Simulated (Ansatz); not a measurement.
# How YAu (Pm-3m) expands on warming, part 2 of 2

Wanted: α(T), C_P(T) and B(T) of YAu in the quasi-harmonic approximation.

Ansatz 0.2.0; DFT LDA, scalar-relativistic, plane waves, PAW.

So far. Step 2 (Probe on a coarse mesh): The start is under -3.4 GPa at this level and looks like a metal on this mesh. Step 4 (Tight relaxation): The residual pressure is 1.4e-4 GPa, small enough for phonons. The relaxed cell has a = 3.514 Å (conventional setting).

## Step 5: Phonons on strained cells

The study relaxes the crystal at several strains, solves the phonons on some of them and minimises energy plus vibrational free energy at each temperature; the q-mesh sets how far the force constants reach.

input.yaml reads:

```yaml
crystal:
  lattice:
    - [3.5142270428, 0.0, 0.0]
    - [0.0, 3.5142270428, 0.0]
    - [0.0, 0.0, 3.5142270428]
  atoms:
    - { symbol: "Y", position: [0.5, 0.5, 0.5] }
    - { symbol: Au, position: [0.0, 0.0, 0.0] }
kpoints:
  mp_grid: { grid: [12, 12, 12] }
hamiltonian:
  xc: lda
scf:
  occupations: { method: methfessel_paxton, width: 0.15 }
output:
  eigenvalues: true
phonons:
  method: dfpt
  qmesh: [2, 2, 2]
  temperatures: { t_max: 900.0, t_step: 50 }
  thermal_expansion: {}
```

Command:

```bash
$ ansatz run input.yaml --threads 4 --pin off --max-ram 8192MiB --backend cpu --events-out ev --progress --plain --runs-dir out
```

Standard output:

```text
The last accepted step is kept in <dir> (removed where the run ends without a failure and the disk answers)
Engine: ansatz 0.2.0, x86_64-unknown-linux-gnu
Pseudopotentials: kind: paw
Pseudopotential: Y, paw, valence charge 11, recommended cutoff 420 eV (normal), Y.paw.azcp
Pseudopotential: Au, paw, valence charge 19, recommended cutoff 420 eV (normal), Au.paw.azcp
Functional definition: SPW92
  exchange = slater_x
  correlation = pw_c
Crystal: 2 atoms, lattice volume = 43.400 Å³
Basis set: ecut = 487.2 eV, 1045 PW (Γ), exchange–correlation on 54×54×54 points (8 copies of the dense FFT grid, shifted against one another)
Bands: 19, of which v1, the nominal top of the filled ones, is band 15 counted from 1 (14 counted from 0)
Symmetry: 48 space group operations
Space group: Pm-3m (ITA 221), of the structure as read, at distance tolerance 3.5e-5 Å
k-points: 84 of 1728
Non-local potential: Y, projectors of the file, l = 0: 3, l = 1: 2, l = 2: 2, l = 3: 1
Non-local potential: Au, projectors of the file, l = 0: 3, l = 1: 2, l = 2: 2, l = 3: 1
PAW form: soft (Blöchl's): semilocal exchange-correlation on the pseudo side does not see the compensation charge
PAW frozen core: Y, regenerated for the run's functional, and the local potential with it (the file was generated under x = pbe(κ = 0.804, μ = 0.219515), c = pbe(β = 0.066725))
PAW frozen core: Au, regenerated for the run's functional, and the local potential with it (the file was generated under x = pbe(κ = 0.804, μ = 0.219515), c = pbe(β = 0.066725))
PAW one-centre angular grid: Y, 590 points (default); XC on 64 Gauss nodes
PAW one-centre angular grid: Au, 590 points (default); XC on 64 Gauss nodes
Initial density: superposition of atomic densities (neutral atoms: chi_scale 0, normalization atom), corrected by the library's trained network
Initial wavefunctions: pseudopotential atomic-orbital guess
Functional: x = slater, c = lda
SCF iter   1: F=—  HF=-16612.310840 eV  |F-HF|=—  |Δ(HF+E_count)|=         —  Δρ=6.08e-3  dr2=7.91e-3  ethr=1.77e-3  ⟨swp⟩=4.3  Hψ=6302  notcnv=0
preconditioner: auto → Kerker (q_TF=auto, 2.565 Å⁻¹)  [metal: Δε(μ)=0.054 eV  Ē_g=12.161 eV  σ=0.150 eV  W_gap=0.28  n_scr=18 (ndim 8)  ℏωp=25.2 eV  f_vac=0.000  D(μ)=0.58/eV (n_scr^D=0)]
SCF iter   2: F=—  HF=-16612.310565 eV  |F-HF|=—  |Δ(HF+E_count)|=   2.75e-4  S|Δr|=    0.00e0  Δρ=3.06e-3  dr2=1.45e-3  ethr=2.64e-5  ⟨swp⟩=2.1  Hψ=2728  notcnv=0
SCF iter   3: F=—  HF=-16612.310033 eV  |F-HF|=—  |Δ(HF+E_count)|=   5.32e-4  S|Δr|=    0.00e0  Δρ=6.22e-4  dr2=9.55e-5  ethr=4.84e-6  ⟨swp⟩=2.2  Hψ=2459  notcnv=0
SCF iter   4: F=—  HF=-16612.309996 eV  |F-HF|=—  |Δ(HF+E_count)|=   3.72e-5  S|Δr|=    0.00e0  Δρ=1.00e-4  dr2=5.35e-6  ethr=3.18e-7  ⟨swp⟩=2.4  Hψ=2477  notcnv=0
[...]
Free energy (F): -16612.309986 eV
Harris-Foulkes:  -16612.309986 eV  (|F-HF|=3.64e-12)
Internal energy: -16612.313613 eV  (E = F + TS)
E sigma→0 (E₀):  -16612.310893 eV
Entropy (-TS):   0.003627 eV (1.813 meV/atom)
Fermi energy:    15.581981 eV
--- Per-component energies (eV) ---
  E_band       = -375.314097
  E_kinetic    = 912.741407
  E_local      = -2722.747967  (includes V_loc(G=0)·N_el)
  E_nonlocal   = 131.647469
  E_hartree    = 1101.072246
  E_xc         = -400.802959
  E_vxc        = -476.644510  (∫ρ·V_xc dr)
  E_paw        = -12146.468666  (= ΣΔE_a)
  E_vpaw       = -422.455969  (= ΣTr[D̂ρ^β])
  E_aug_tail   = 0.000912  (compensation charges beyond the density's cutoff)
  E_ewald      = -3488.608357
  E_core_change = 0.852303  (= ΣΔE_core)
  E_smearing   = 0.003627  (= −TS)
  E_closure    = 0.000000  (closes the sum)
  Σ components = -16612.309986   (vs F -16612.309986, Δ=0.00e0)
--- Forces (eV/Å), atoms counted from 1 ---
  atom   1  Y      0.00000000     0.00000000     0.00000000
  atom   2  Au    -0.00000000    -0.00000000     0.00000000
  max |Σ_I F_I| component: 2.31e-29 eV/Å
--- Stress (GPa, compression-positive) ---
       -0.001525       0.000000       0.000000
        0.000000      -0.001525       0.000000
        0.000000       0.000000      -0.001525
  P = ⅓ Tr σ = -0.0015 GPa (-0.015 kbar)
--- Band table (eV; the first three rows and the last of 84) ---
  k-point 0: bands = [... 11 lower, 10.9966, 10.9966, 10.9966, 16.4724, 16.4724, 20.2162, 20.2162, 20.2162]
  k-point 1: bands = [... 11 lower, 10.9846, 10.9846, 11.0080, 16.4064, 16.4796, 19.5759, 19.5759, 20.1750]
  k-point 2: bands = [... 11 lower, 10.9528, 10.9528, 11.0396, 16.2246, 16.3760, 18.6965, 18.6965, 20.0632]
  k-point 83: bands = [... 11 lower, 11.7863, 11.7863, 13.6515, 13.6515, 13.6515, 15.5339, 21.2205, 21.2205]
── thermal expansion: 3 new cells, 3 in all ──
thermal expansion: relaxation of cell 2
thermal expansion: relaxation of cell 3
── thermal expansion: 2 new cells, 5 in all ──
thermal expansion: relaxation of cell 4
thermal expansion: lower-state search of cell 4
thermal expansion: electrons of cell 4
thermal expansion: phonons of cell 4
WARN: thermal expansion: vibrations_at_or_below_zero in the phonons of 1 cell: 4
this run last wrote the structure of step 1 to <dir>
--- Relaxed structure (1 steps of the walk, 1 accepted, 0 SCFs on fresh bases) ---
  F+E_penalty+E_count = -16612.30998609 eV   max|allowed force component| = 1.262e-29 eV/Å
  atoms:
    - { symbol: Y, position: [0.5, 0.5, 0.5] }
    - { symbol: Au, position: [0.0, 0.0, 0.0] }
--- Thermal expansion: 5 cells in 2 rounds, 0 GPa ---
  no lower state was reached at cell 4; its state was not examined: fill_not_monotonic
  not told: vibrations stand at or below zero in cell 4 (0.750 modes a cell, the lowest at -11.3 cm⁻¹): the crystal is at no minimum there, or its k-points are too few: type the crystal that it becomes, another pressure, or a denser kpoints.mp_grid, in a new run
  vibrations_at_or_below_zero in the phonons of 1 cell: 4
Error: vibrations stand at or below zero in cell 4 (0.750 modes a cell, the lowest at -11.3 cm⁻¹): the crystal is at no minimum there, or its k-points are too few: type the crystal that it becomes, another pressure, or a denser kpoints.mp_grid, in a new run
[key lines of the parts left out:]
SCF converged after 8 iterations
```

Run time: 96 s. Hardware: 4 threads of Intel Xeon 6975P-C (Granite Rapids), shared host; peak memory 1.2 GiB.

The run ended with an error.

The program's message: “vibrations stand at or below zero in cell 4 (0.750 modes a cell, the lowest at -11.3 cm⁻¹): the crystal is at no minimum there, or its k-points are too few: type the crystal that it becomes, another p …”

## Step 6: Phonons of the refused cell

The study refused this cell, so its phonons are run alone to see which modes are imaginary.

input.yaml, the sections that differ from step 5:

```yaml
phonons:
  method: dfpt
  qmesh: [2, 2, 2]
  temperatures: { t_max: 1000, t_step: 50 }
  qpath:
    path:
      - [[0.0, 0.0, 0.0], [0.0, 0.5, 0.0], [0.5, 0.5, 0.0], [0.0, 0.0, 0.0], [0.5, 0.5, 0.5], [0.0, 0.5, 0.0]]
      - [[0.5, 0.5, 0.5], [0.5, 0.5, 0.0]]
    npoints: 10
# crystal, kpoints, hamiltonian, scf, output: as in step 5
```

Standard output:

```text
[...]
Crystal: 2 atoms, lattice volume = 43.400 Å³
Basis set: ecut = 420 eV, 847 PW (Γ), exchange–correlation on 48×48×48 points (8 copies of the dense FFT grid, shifted against one another)
Bands: 19, of which v1, the nominal top of the filled ones, is band 15 counted from 1 (14 counted from 0)
Symmetry: 48 space group operations
k-points: 84 of 1728
[...]
SCF iter   1: F=—  HF=-16612.309943 eV  |F-HF|=—  |Δ(HF+E_count)|=         —  Δρ=6.15e-3  dr2=7.93e-3  ethr=1.77e-3  ⟨swp⟩=4.2  Hψ=6288  notcnv=0
[...]
SCF iter   8: F=-16612.308990 eV  HF=-16612.308990 eV  |F-HF|=3.64e-12  |Δ(HF+E_count)|=  3.64e-12  S|Δr|=    0.00e0  Δρ=8.69e-8  dr2=3.99e-12  ethr=1.00e-12  ⟨swp⟩=5.5  Hψ=6569  notcnv=0
SCF 1 converged in 8 iterations: F = -16612.308990 eV  dr2 = 3.99e-12
[...]
SCF iter   3: F=-16612.308990 eV  HF=-16612.308990 eV  |F-HF|=3.64e-12  |Δ(HF+E_count)|=    0.00e0  S|Δr|=    0.00e0  Δρ=7.73e-8  dr2=2.26e-12  ethr=1.00e-12  ⟨swp⟩=1.0  Hψ=3528  notcnv=0
SCF 2 converged in 3 iterations: F = -16612.308990 eV  dr2 = 2.26e-12
phonons: the bands overlap, so this run is a metal and interpolates without the dipole-dipole term. If the crystal is really an insulator or semiconductor, its LO-TO splitting is missing
NSCF: frozen V_eff on 84 k-points
[...]
DFPT response loops at q = (0, 0, 0) (fractional): preconditioner auto → Kerker (q_TF=auto, 2.565 Å⁻¹) (partly filled bands, converged f_vac=0.000); β = 1.00, the filter's whole step (`scf.mixing.beta` (0.50) is not read by the response loops under this deck's `scf.mixing.preconditioner`; to damp them name `kerker` or `kerker_dos`, under which they read `scf.mixing.beta`, and type it under 1.00, their step now; both keys bind the ground state too); Broyden in place of MSR1
[...]
SCF converged after 8 iterations
[...]
Free energy (F): -16612.308990 eV
[...]
Internal energy: -16612.312617 eV  (E = F + TS)
E sigma→0 (E₀):  -16612.309897 eV
Entropy (-TS):   0.003627 eV (1.813 meV/atom)
Fermi energy:    15.582082 eV
[...]
--- Band table (eV; the first three rows and the last of 84) ---
  k-point 0: bands = [... 11 lower, 10.9965, 10.9965, 10.9965, 16.4724, 16.4724, 20.2162, 20.2162, 20.2162]
  k-point 1: bands = [... 11 lower, 10.9846, 10.9846, 11.0080, 16.4065, 16.4797, 19.5760, 19.5760, 20.1750]
  k-point 2: bands = [... 11 lower, 10.9528, 10.9528, 11.0396, 16.2247, 16.3761, 18.6966, 18.6966, 20.0632]
  k-point 83: bands = [... 11 lower, 11.7863, 11.7863, 13.6517, 13.6517, 13.6517, 15.5341, 21.2206, 21.2206]
--- Phonons (Γ-DFPT): 2 representative perturbations + reference (Σ response iterations 6) ---
  ASR residual: 2.581e-5 → 0.000e0 eV/Å²; symmetrization residual: 1.242e-5 eV/Å²
  ASR residual per site (eV/Å²): 2.58e-5 2.37e-5
  Γ frequencies (cm⁻¹): 0.00 0.00 0.00 108.94 108.94 108.94
--- Phonons (arbitrary-q DFPT): 4 irreducible q on the 2×2×2 mesh ---
  q = [0.0000, 0.0000, 0.0000] (star 1, of the zone-centre solve; hermiticity 9.29e-6, symmetrization 1.21e-12): -0.00 0.00 0.00 108.94 108.94 108.94
  q = [0.0000, 0.0000, -0.5000] (star 3, 4 solved perturbations in 1078 linear systems a pass and spin channel, the states on 343 of 1728 k-point pairs; hermiticity 3.13e-9, symmetrization 1.52e-9): 58.85 58.85 70.67 98.95 98.95 187.64
[...]
q = [-0.5000, -0.5000, -0.5000] (star 1, 2 solved perturbations on 196 of 1728 k-point pairs; hermiticity 1.33e-9, symmetrization 6.65e-10): 47.58 47.58 47.58 163.27 163.27 163.27
  sum rule: each row above includes the acoustic sum rule's correction from the zone centre's row sums; it moved no ω² by more than (0.28 cm⁻¹)²
  mesh force constants: q→R imaginary residual 1.70e-17; ASR residual 2.581e-5 → 0.000e0 eV/Å²; symmetrization residual 3.553e-15 eV/Å²
  interpolated dispersion: 62 rows × 6 modes
  density of states and harmonic sums: on the 18×18×18 q-mesh, interpolated from the force constants of a 2×2×2 supercell (no non-analytic term)
  largest difference from the sums on the solved wave vectors: F 3.04e-1 eV, S 4.01e-4 and C_V 9.63e-5 eV/K
  zero-point energy: 0.033217 eV/cell   skipped modes (ω ≤ 0): 9, of them read as no rigid motion or as one in doubt: 6 (7.202e-3 modes/cell left out, lowest -11.21 cm⁻¹)   left out of the sums: 1.29e-3 of the cell's modes: C_V's classical limit lies that fraction below 3 k_B per atom; for a crystal, a wire or a layer, F and S can be off by more, and a phonons.interpolated_qmesh denser along its periods is the remedy for the sampling
```

The job ended after 45 s (4 threads; peak memory 1.1 GiB).

Read from the output:

```
Γ frequencies                : 0, 0, 0, 108.9, 108.9, 108.9 cm⁻¹ (negative: imaginary)
lowest frequency on the path : -11.21 cm⁻¹
point group                  : m-3m
highest frequency            : 187.6 cm⁻¹
log mean frequency           : 74.5 cm⁻¹
```

No LO-TO term. The phonon branches at the labelled points (cm⁻¹):

```
    point  branch 1  branch 2  branch 3  branch 4  branch 5  branch 6
        Γ         0         0         0       109       109       109
  halfway        39        39        59       105       105       150
        X        59        59        71        99        99       188
  halfway        42        43        51        91       136       175
        M       -11       -11        41        83       162       162
  halfway        37        44        59        99       139       146
        Γ         0         0         0       109       109       109
  halfway        42        42        49       137       139       139
        R        48        48        48       163       163       163
  halfway        35        38        48       130       136       169
        X        59        59        71        99        99       188
jump to R        48        48        48       163       163       163
  halfway        33        33        44       129       163       163
        M       -11       -11        41        83       162       162
```

The phonon branches as a text plot (rows in cm⁻¹):

```
    183 |      ****                                    ***
    175 |     *    *                                 **
    167 |           ***                       *******     ***
    159 |    *        *****                 **  **        *  ****
    150 |   *        *     ***             *      *        *
    142 |           *        *          ***        *        *
    134 |                     *        **           *
    125 |  *       *          **     ***             *       *
    117 | *       *            **   ***              **
    109 |****                  ******                 **
    101 |    *****           **                        ***    *
     92 |         ***     ***                                  *
     84 |            *****                                      *
     76 |
     67 |    *****                                      **
     59 |   *  ****          **      ***               ***
     51 |     *   ***      **  *    *   *     ***   ****  *
     43 |  ***       ********** *      *******  **** *     ******
     34 | *         *      *****     **    *       **       **
     26 |  *         *   **     ** **
     18 |**           *  *       * *                          *
     10 |*              *        *                             *
      1 |               *         *
     -7 |              *                                        *
         Γ      X      M          Γ            R        X|R     M
```

The phonon density of states has structure finer than the step of the table below, so its rows give means over 10 cm⁻¹. Peaks (cm⁻¹: height): 39.0: 0.126, 45.0: 0.185, 163.0: 0.0863.

Tetrahedra on 18 18 18, mean over bins of 2 cm⁻¹. Table of phonon density of states by wavenumber; means over each step:

```
wavenumber (cm⁻¹)  phonon density of states (1/cm⁻¹/cell)
                0                                  7.6e-4
               10                                 0.00276
               20                                  0.0112
               30                                  0.0415
               40                                   0.114
               50                                  0.0939
               60                                  0.0332
               70                                 0.00237
               80                                  5.2e-4
               90                                  0.0107
              100                                  0.0333
              110                                  0.0407
              120                                  0.0293
              130                                  0.0278
              140                                  0.0293
              150                                  0.0345
              160                                  0.0586
              170                                  0.0250
              180                                 0.00974
```

No LO-TO term. Modes at Γ, with each element's share of the kinetic energy:

```
mode  frequency (cm⁻¹)  symmetry  Y %  Au %
   1               0.0       T1u   31    69
   2               0.0       T1u   31    69
   3               0.0       T1u   31    69
   4             108.9       T1u   69    31
   5             108.9       T1u   69    31
   6             108.9       T1u   69    31
```

Displacements in mode 6 (108.9 cm⁻¹), the largest set to 1:
```
Y1   1.00 -0.46  0.00
Au2 -0.45  0.21  0.00
```

Lowest modes at the softest wavevector of the mesh; phase exp(i q.(R + tau)). Modes at q = (0.000, 0.500, 0.500), with each element's share of the kinetic energy (negative means imaginary):

```
mode  frequency (cm⁻¹)  Y %  Au %
   1             -11.2    7    93
   2             -11.2    7    93
   3              41.1    0   100
   4              82.6  100     0
   5             162.0   93     7
   6             162.0   93     7
```

Displacements in mode 2 (-11.2 cm⁻¹), the largest set to 1, in the home cell:
```
Y1  0.00 0.29 0.41
Au2 0.00 1.00 0.71
```

Displacements in mode 4 (82.6 cm⁻¹), the largest set to 1, in the home cell:
```
Y1  -1.00  0.00  0.00
Au2  0.00  0.00  0.00
```

The modes has structure finer than the step of the table below, so its rows give means over 5 cm⁻¹. Peaks (cm⁻¹: height): Au 45.0: 0.138; Y 38.1: 0.0096, 103.6: 0.0378, 123.2: 0.0302, 132.9: 0.0308, 144.1: 0.0396, 162.2: 0.0638.

Phonopy on the run's constants, 17x17x17 mesh, Gaussian sigma 2.0 cm⁻¹. Table of modes by wavenumber; means over each step; values in 1/cm⁻¹/cell:

```
wavenumber (cm⁻¹)       Au        Y
              -15   2.7e-5   1.0e-6
              -10   4.4e-4   3.3e-5
               -5   8.4e-4   6.3e-5
                0   6.2e-4   7.0e-5
                5   7.4e-4   7.5e-5
               10  0.00200   2.8e-4
               15  0.00625   7.0e-4
               20  0.00914  0.00119
               25   0.0195  0.00219
               30   0.0348  0.00366
               35   0.0783  0.00708
               40    0.101  0.00860
               45    0.127  0.00653
               50   0.0832  0.00375
               55   0.0496  0.00169
               60   0.0347   7.6e-4
               65   0.0121   3.0e-4
               70  0.00228   5.7e-5
               75   9.2e-5   5.0e-6
               80        0   5.5e-4
               85   2.4e-5  0.00484
               90   1.9e-4   0.0113
               95   7.5e-4   0.0185
              100  0.00241   0.0329
              105  0.00506   0.0371
              110  0.00508   0.0348
              115  0.00306   0.0310
              120  0.00240   0.0238
              125  0.00196   0.0275
              130  0.00181   0.0250
              135  0.00191   0.0270
              140  0.00123   0.0247
              145  0.00208   0.0337
              150  0.00139   0.0292
              155  0.00195   0.0402
              160  0.00249   0.0578
              165  0.00193   0.0476
              170   8.1e-4   0.0249
              175   3.4e-4   0.0152
              180   1.3e-4   0.0101
              185   3.0e-5  0.00467
              190   1.2e-6   6.0e-4
              195        0   4.2e-6
```

The lowest solved frequency is -11.2 cm⁻¹, so the cell is unstable here and gives no valid free energy.

## Step 7: Results

| Quantity | Value |
| --- | --- |
| lowest frequency at the solved wavevectors | -11.2 cm⁻¹ |

**Reading.** With imaginary harmonic modes at the relaxed cell the quasi-harmonic free energy is undefined, so no expansion is obtained for this phase at this level. The softest solved mode is 11i cm⁻¹ at q = (0, -0.5, -0.5), and 1 of 4 solved wavevectors carry a mode beyond 8i cm⁻¹. The starting cell comes from a crystallographic database, so the instability may belong to the level of theory or to the 0 K harmonic picture and not to the crystal. The q-mesh is coarse, so only a few wavevectors were solved. In a metal soft modes also hang on the k-mesh and the smearing, which were not converged here.

[Long decimals in the printed logs are rounded to 6 places.]

[Logs are printed without paths, hosts, clocks, repeated set-up lines and the standing remarks that a program may print on its own settings, such as how far it seeks lower states.]

[Hosts, paths, dates, database ids (printed as entryN), source tags and the programs' standing remarks are cut or masked in the printed files.]

[Where the starting crystal was built by hand or by swapping elements, it need not be the compound's stable phase.]

[A step with changed settings may run another functional than the one named; its input shows which.]

[Pressures of single members of a volume series are the stress at the run's cutoff; with an incomplete basis they can lie off −dE/dV of the same runs, and they are not shown converged.]
